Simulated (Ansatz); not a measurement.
# Formation energy and levels of the antisite S_Ag in Al5AgS8 (F-43m), part 2 of 2

Aim: at which Fermi levels does S_Ag in Al5AgS8 (F-43m) change its charge? The model is a cell of 56 host atoms with 1 Ag taken out and 1 S put in.

Ansatz; place-levels on PBEsol runs: charge-transition levels and formation energies with image-charge correction and potential alignment at the atomic sites.

So far: Starting point; What was run first; Levels against the band edges, PBEsol.

### Step 3. Levels against the band edges, PBEsol (continued)

Levels between the charges placed, in eV above the valence top:

|  | gap (eV) | (+2/+1) | (+1/0) | (0/−1) | (−1/−2) |
| --- | --- | --- | --- | --- | --- |
| PBEsol | 1.34 | -0.17 | 0.94 | -0.01 | 1.40 |

Corrections by state:

| charge | moment (μB) | image terms and alignment (eV) | band filling (eV) | ε used | over the lowest of its charge, as the program ranks them, band filling apart (eV) |
| --- | --- | --- | --- | --- | --- |
| +2 | 1.0 | 0.158 | -0.179 | 11.47 | 0.000 |
| +1 | 0.0 | -0.026 | - | 11.47 | 0.000 |
| 0 | 1.0 | 0.000 | - | - | 0.000 |
| −1 | 0.0 | 0.305 | - | 11.47 | 0.000 |
| −2 | 1.0 | 0.856 | -0.776 | 11.47 | 0.000 |

The charged structures listed were also run neutral, and place-levels reads from each pair, by the potential or the spins, how wide the charge is by which they differ; that can be the carrier of either run.

| charge | rms radius (Å) | spread where it is widest against the cell (Å) | wide from (Å) | reading |
| --- | --- | --- | --- | --- |
| +2 | 4.5 | 2.64 | 1.74 | wide |
| +1 | 4.9 | 2.87 | 1.74 | wide |
| −1 | 4.2 | 2.93 | 1.74 | wide |
| −2 | 5.3 | 3.40 | 1.74 | wide |

The neutral runs of these pairs need not share the spin of the lowest neutral state, and very wide values only mean spread over the cell.

From the program's caveats on the states, each cut to its opening words:

- charge +2 (1 μB): it parts from the run at its places by a charge that spreads by about 2.6 Å along one vector (1.7 Å or more is wide), by its potential at epsilon 6.85, taken [...]
- charge +2 (1 μB): a band-filling correction moves a carrier to the host's band edge, which changes its energy by -0.179 eV
- charge +2 (1 μB): its alignment with the host at atomic sites is doubtful: the mean over the far sites moves by -0.0599 eV from their farther parts to their nearer, more than [...]
- charge +1: it parts from the run at its places by a charge that spreads by about 2.9 Å along one vector (1.7 Å or more is wide), by its potential at epsilon 6.85, taken [...]
- charge −1, −2 (1 μB): how wide its charge is, is not read beside other atoms or cores, and a band state would take no correction
- charge −1: its alignment with the host at atomic sites is doubtful: the mean over the far sites moves by -0.0670 eV from their farther parts to their nearer, more than [...]
- charge −1: the far atoms show a dipole or second moment of the defect's charge, for which the correction takes or leaves out 0.086 eV: further moments aren't read, and [...]
- charge −1: its sublattices stand up to 0.0814 Å off the host's, which by the two runs' forces adds about +0.01 eV to its energy against the host's, and moves the band [...]
- charge −2 (1 μB): a band-filling correction moves a carrier to the host's band edge, which changes its energy by -0.776 eV
- charge −2 (1 μB): its alignment with the host at atomic sites is doubtful: the mean over the far sites moves by -0.1505 eV from their farther parts to their nearer, more than [...]
- charge −2 (1 μB): the host's ions (past the first shell or, of a walk that freed a part, those that it held) aren't shown at rest: they stand up to 0.363 Å off their sites, 1.23 [...]
- charge −2 (1 μB): the far atoms show a dipole or second moment of the defect's charge, for which the correction takes or leaves out 0.152 eV: further moments aren't read, and [...]
- charge −2 (1 μB): its sublattices stand up to 0.0933 Å off the host's, which by the two runs' forces adds about +0.06 eV to its energy against the host's, and moves the band [...]
- charge −2 (1 μB): its moments are held at its close (magnetization.spin_locking), by a field of 0.091 eV a Bohr magneton, and its energy and levels are of the state that this [...]

Chemical potentials of the elements' reference phases, run alike. Formation energies (elemental references), with the Fermi level at the valence top and at the conduction bottom (gap 1.34 eV):

| charge | at valence top (eV) | at conduction bottom (eV) | correction included (eV) |
| --- | --- | --- | --- |
| +2 | 1.67 | 4.36 | -0.02 |
| +1 | 1.50 | 2.84 | -0.03 |
| 0 | 2.44 | 2.44 | 0.00 |
| −1 | 2.43 | 1.09 | 0.30 |
| −2 | 3.83 | 1.15 | 0.08 |

(Fermi level (eV), lowest formation energy (eV)): (0.00, 1.50), (0.12, 1.62), (0.24, 1.74), (0.37, 1.87), (0.49, 1.94), (0.61, 1.82), (0.73, 1.70), (0.85, 1.57), (0.98, 1.45), (1.10, 1.33), (1.22, 1.21), (1.34, 1.09)

### Step 4. Effect of the sampling

The relaxations' own energies give the levels at their sampling, for comparison.

File levels.relax_mesh.yaml:

```yaml
host:
  run: host.relax.run
  levels_from: { run: edges.relax.run }
states: [qm2_M1.relax.run, qm1.relax.run, q0_M1.relax.run, qp1.relax.run, qp2_M1.relax.run]
chemical_potentials:
  Ag:
    energy: -7522.248769
    dataset: <sha256 of the dataset>
  S:
    energy: -884.879081
    dataset: "<sha256 of the dataset>"
```

Started as:

```bash
ansatz place-levels levels.relax_mesh.yaml -- --threads 4 --pin off --max-ram 7536MiB
```

The program printed:

```text
[...]
(0/-1) 0.084 eV above the valence edge, 1.259 eV under the conduction edge; not on the lower envelope
[...]
formation energy of charge +2: +1.620 eV with the Fermi level at the valence edge
formation energy of charge +1: +1.408 eV with the Fermi level at the valence edge
formation energy of charge 0: +2.247 eV with the Fermi level at the valence edge
formation energy of charge -1: +2.331 eV with the Fermi level at the valence edge
formation energy of charge -2: +3.737 eV with the Fermi level at the valence edge
  edges by pbesol of host.levels_from (edges.relax.run), its mesh sampled to repeats of 35.61 Å (the valence edge +0.063 eV and the conduction edge -0.397 eV from those of the host's own run), gap 1.343 eV; the host is sampled to repeats of 14.24 Å
[... the lines on each state left out ...]
```

Wall time 0.19 s (4 threads of Arm Neoverse V1, shared host).

Levels between neighbouring charges, in eV above the valence top:

|  | gap (eV) | (+2/+1) | (+1/0) | (0/−1) | (−1/−2) |
| --- | --- | --- | --- | --- | --- |
| one point at (¼, ¼, ¼) | 1.34 | -0.21 | 0.84 | 0.08 | 1.41 |
| a 2×2×2 shifted mesh | 1.34 | -0.17 | 0.94 | -0.01 | 1.40 |

Going from one point at (¼, ¼, ¼) to a 2×2×2 shifted mesh moves the levels that carry no band-filling term by up to 0.10 eV and formation energies against the elements by up to 0.19 eV; band-filling terms, which differ between samplings, are in these energies.

### Step 5. What came out

| Quantity | Value |
| --- | --- |
| gap of the host | 1.34 eV (PBEsol) |
| level (plus 2/plus 1) | 0.17 eV below the valence top (-0.35 eV above the valence top without the band-filling term) |
| level (plus 1/0) | 0.94 eV above the valence top, not a change between lowest states |
| level (0/minus 1) | 0.01 eV below the valence top, not a change between lowest states |
| level (minus 1/minus 2) | 1.40 eV above the valence top, past the conduction bottom (2.18 eV above the valence top without the band-filling term) |
| level (plus 1/minus 1) | 0.46 eV above the valence top |
| lowest of the charges placed, just above the valence top (0.02 eV) | +1 |
| lowest of the charges placed, just below the conduction bottom (0.02 eV) | −1 |
| lowest formation energy at mid-gap of the charges run, elemental references | 1.76 eV |
| standing of these levels | doubtful, see below |

In words: Of the charges placed (−2, −1, 0, +1 and +2), the lowest changes at 0.46 eV (+1/−1) above the valence top, in a gap of 1.34 eV. A neutral run at a charged structure lies 0.27 eV below the neutral state placed. Unless it holds a band carrier, charge 0 isn't at its lowest here, and with that energy the steps would read (+1/0) 0.66 eV and (0/−1) 0.27 eV, which can change which charges are lowest. (+1/−1) passes over charge 0, which lies 0.47 eV above the two there; a lower structure or spin state of it, if missed, would change that. States placed: +2 at 1 μB; +1 at 0 μB; 0 at 1 μB; −1 at 0 μB; −2 at 1 μB. Other spin states or structures, where not listed, weren't placed. The program finds carriers beyond a band edge of the host and adds a band-filling term at charge −2 (-0.78 eV) and +2 (-0.18 eV); steps to such a charge show no bound level, and a defect level inside a band would be read the same way. At charge −2, −1, 0 and +1 the atom put in ends up to 2.2 Å from its starting place, so the name tells the start alone and the levels can join different sites. Going from one point at (¼, ¼, ¼) to a 2×2×2 shifted mesh moves the levels that carry no band-filling term by up to 0.10 eV and formation energies against the elements by up to 0.19 eV; band-filling terms, which differ between samplings, are in these energies. The program doubts the alignment of potentials for at least one state, a sign that the cell is small. Keep in mind: PBEsol makes the gap too small and tends to spread out bound carriers; spin–orbit coupling, which can matter with heavy atoms, is left out; force components of up to 0.25 eV/Å remain in a run at the final settings.

[Logs are printed without paths, hosts, clocks, repeated set-up lines and the standing remarks that a program may print on its own settings, such as how far it seeks lower states.]

[Hosts, paths, dates, database ids (printed as entryN), source tags and the programs' standing remarks are cut or masked in the printed files.]

[Where a table of states has a column of steps, it counts the stored structures, which are thinned; the runs took as many ionic steps or more.]

[A defect's name tells the site on which it was built; relaxed atoms can leave that site.]

[For some hosts the program warned that the k-mesh of the response run may be too coarse for force constants and the static dielectric constant; such warnings are not shown here.]
